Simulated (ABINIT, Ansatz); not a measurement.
# How the form of the self-energy moves the gap of CsPbCl3 (Pm-3m), part 2 of 2

How much does the gap of CsPbCl3 (Pm-3m) depend on the approximation to the self-energy?

ABINIT 10.8.3; PBE and many-body steps on it, plane waves. Known limits of the many-body steps: not at the basis limit; no spin-orbit coupling; coarse k mesh.

So far. Step 4 (G0W0, Godby-Needs plasmon pole): The gap on the mesh goes from 1.93 eV to 3.21 eV, a correction of +1.28 eV. Step 5 (G0W0, Hybertsen-Louie plasmon pole): Against G0W0 in ABINIT (2×2×2 mesh, 240 bands, screening to 141.5 eV, Godby-Needs plasmon pole), the gap moves by +0.031 eV.

**6. G0W0, Engel-Farid plasmon pole**

Level of this step: G0W0 on PBE, plane waves, norm-conserving pseudopotentials (ABINIT).

The input, run.abi:

```
acell 3*1.0 Angstrom
rprim 
  5.605000000000 0.000000000000 0.000000000000
  0.000000000000 5.605000000000 0.000000000000
  0.000000000000 0.000000000000 5.605000000000
ntypat 3
znucl 55 82 17
natom 5
typat 1 2 3 3 3
xred 
  0.000000000000 0.000000000000 0.000000000000
  0.500000000000 0.500000000000 0.500000000000
  0.500000000000 0.500000000000 0.000000000000
  0.000000000000 0.500000000000 0.500000000000
  0.500000000000 0.000000000000 0.500000000000
pp_dirpath "pseudos"
pseudos "Cs.upf, Pb.upf, Cl.upf"
ecut 32
ngkpt 2 2 2
nshiftk 1
shiftk 0 0 0
kptopt 1
chksymbreak 0
istwfk *1
occopt 1
irdwfk 1
optdriver 4
nband 240
gwcalctyp 0
ecutsigx 32
symsigma 1
nkptgw 2
kptgw 
  0.5000000000 0.5000000000 0.5000000000
  0.0000000000 0.0000000000 0.0000000000
bdgw 
  23 29
  24 29
ecuteps 5.2
irdscr 1
ppmodel 4
indata_prefix "in"
outdata_prefix "out"
tmpdata_prefix "tmp"
```

Run with:

```
> OMP_NUM_THREADS=1 mpirun -n 4 abinit run.abi > log
```

Numbers of over 12 decimals in the logs are rounded to 6 here.

The program printed:

```text
.Version 10.8.3 of ABINIT. v10.8.2 released Aug 2026.

 Symmetries : space group Pm -3 m (#221); Bravais cP (primitive cubic)
[... echo of the input left out ...]
== DATASET  1 ==================================================================
-   mpi_nproc: 4, omp_nthreads: 1 (-1 if OMP is not activated)

--- !DatasetInfo
iteration_state: {dtset: 1, }
dimensions: {natom: 5, nkpt: 4, mband: 240, nsppol: 1, nspinor: 1, nspden: 1, mpw: 10280, }
cutoff_energies: {ecut:  32.0, pawecutdg:  -1.0, }
[...]
Band     E0 <VxcDFT>   SigX SigC(E0)      Z dSigC/dE  Sig(E)    E-E0       E
[...]
28   7.070  -6.633  -2.878  -3.298   0.840  -0.191  -6.249   0.384   7.454
       29   7.070  -6.633  -2.878  -3.298   0.840  -0.191  -6.249   0.384   7.454

== END DATASET(S) ==============================================================
================================================================================

 -outvars: echo values of variables after computation  --------
           etotal      0.0000000000E+00
            nband         240
             nkpt           4
          spgroup         221
 [... the other variables as echoed above ...]

 Calculation completed.
```

Elapsed: 33 s, on 4 MPI ranks of Arm Neoverse V1, shared host; peak memory 2 GiB; 2.2 min of CPU time.

This step gave:

```
G0W0 gap on the points computed              : 3.285 eV
starting gap on the mesh                     : 1.932 eV
k of the valence top                         : 0.5, 0.5, 0.5
k of the conduction bottom                   : 0.5, 0.5, 0.5
least direct G0W0 gap on the computed points : 3.285 eV
```

Against G0W0 in ABINIT (2×2×2 mesh, 240 bands, screening to 141.5 eV, Godby-Needs plasmon pole), the gap moves by +0.073 eV.

**7. One-shot Hartree-Fock**

This step: one-shot Hartree-Fock on PBE, plane waves, norm-conserving pseudopotentials.

Changes to run.abi since step 6:

```diff
@@ -27,4 +27,4 @@
 optdriver 4
-nband 240
-gwcalctyp 0
+nband 30
+gwcalctyp 5
 ecutsigx 32
@@ -38,5 +38,4 @@
   24 29
-ecuteps 5.2
-irdscr 1
-ppmodel 4
+ixc_sigma 40
+fftgw 31
 indata_prefix "in"
```

The program printed:

```text
.Version 10.8.3 of ABINIT. v10.8.2 released Aug 2026.

 Symmetries : space group Pm -3 m (#221); Bravais cP (primitive cubic)
[... echo of the input left out ...]
== DATASET  1 ==================================================================
-   mpi_nproc: 4, omp_nthreads: 1 (-1 if OMP is not activated)

--- !DatasetInfo
iteration_state: {dtset: 1, }
dimensions: {natom: 5, nkpt: 4, mband: 30, nsppol: 1, nspinor: 1, nspden: 1, mpw: 10280, }
cutoff_energies: {ecut:  32.0, pawecutdg:  -1.0, }
[...]
Band     E0 <VxcDFT>   SigX SigC(E0)      Z dSigC/dE  Sig(E)    E-E0       E
[...]
28   7.070  -6.633  -2.878   0.000   1.000   0.000  -2.878   3.755  10.825
       29   7.070  -6.633  -2.878   0.000   1.000   0.000  -2.878   3.755  10.825

== END DATASET(S) ==============================================================
================================================================================

 -outvars: echo values of variables after computation  --------
           etotal      0.0000000000E+00
            nband          30
             nkpt           4
          spgroup         221
 [... the other variables as echoed above ...]

 Calculation completed.
```

Wall time 5.1 s (4 MPI ranks); peak memory 0.29 GiB.

Numbers from this step:

| Property | Result |
| --- | --- |
| quasiparticle gap on the points computed | 8.265 eV |
| starting gap on the mesh | 1.932 eV |
| k of the valence top | 0.5, 0.5, 0.5 |
| k of the conduction bottom | 0.5, 0.5, 0.5 |
| least direct quasiparticle gap on the computed points | 8.265 eV |

Against G0W0 in ABINIT (2×2×2 mesh, 240 bands, screening to 141.5 eV, Godby-Needs plasmon pole), the gap moves by +5.053 eV.

**8. Side by side**

Times are wall times on 4 MPI ranks of Arm Neoverse V1, shared host, good to a factor of about two. A run's time includes the screening step that it read.

```tsv
run	mesh	bands	screening cutoff (eV)	DFT gap (eV)	gap on the mesh (eV)	direct (eV)	ε∞ used	time
G0W0, Godby-Needs plasmon pole	2×2×2	240	141.5	1.932	3.212	3.212	7.22	3.1 min
G0W0, Hybertsen-Louie plasmon pole	2×2×2	240	141.5	1.932	3.243	3.243	7.22	3 min
G0W0, Engel-Farid plasmon pole	2×2×2	240	141.5	1.932	3.285	3.285	7.22	2.4 min
one-shot Hartree-Fock	2×2×2	-	-	1.932	8.265	8.265	-	5.1 s
```

**9. Outcome**

```json
{
 "G0W0, Godby-Needs plasmon pole": "3.212 eV",
 "G0W0, Hybertsen-Louie plasmon pole": "3.243 eV",
 "G0W0, Engel-Farid plasmon pole": "3.285 eV",
 "one-shot Hartree-Fock": "8.265 eV",
 "known limits": "not at the basis limit; no spin-orbit coupling; coarse k mesh"
}
```

G0W0, Hybertsen-Louie plasmon pole: +0.031 eV against G0W0, Godby-Needs plasmon pole. G0W0, Engel-Farid plasmon pole: +0.073 eV against G0W0, Godby-Needs plasmon pole. One-shot Hartree-Fock: +5.053 eV against G0W0, Godby-Needs plasmon pole. Bare exchange alone opens the gap to 8.26 eV; against G0W0, correlation takes back 5.05 eV. Bands and cutoff are finite, so the gap is not at the basis limit. The miss can reach some tenths of an eV and take either sign; the mesh is an error of its own. In the G0W0 runs levels were corrected at 2 k points alone, so a gap called «on the mesh» is the least over those, and an edge elsewhere would be missed. The 2×2×2 mesh is coarse for this cell, which bears on the long-range parts of exchange and screening. Where an edge is built on 6p states of lead, bismuth or thallium, scalar-relativistic gaps usually stand too wide, by a few tenths to over one eV. This is the ideal cubic cell; many perovskites, halides above all, are cubic only on average, and local tilts or off-centring can widen the gap. The many-body steps are scalar-relativistic: spin-orbit coupling is not in them.

[Paths, hosts, dates, memory and timing lines, banners, echoed tables and standing remarks are left out of the program output.]

[Logs are printed without paths, hosts, clocks, repeated set-up lines and the standing remarks that a program may print on its own settings, such as how far it seeks lower states.]

[Runs of the session that timed out or met a known fault of the program may be left out.]

[Hosts, paths, dates, database ids (printed as entryN), source tags and the programs' standing remarks are cut or masked in the printed files.]

[G0W0 gaps are taken among the corrected bands and points alone; a level outside them can change the order at an edge.]

[Where Ansatz stands beside ABINIT at settings called matched, ABINIT's density can come from a denser mesh and the files from another edition; pairs whose starting gaps differed by over 0.03 eV were left out, so agreement reads better than it is.]
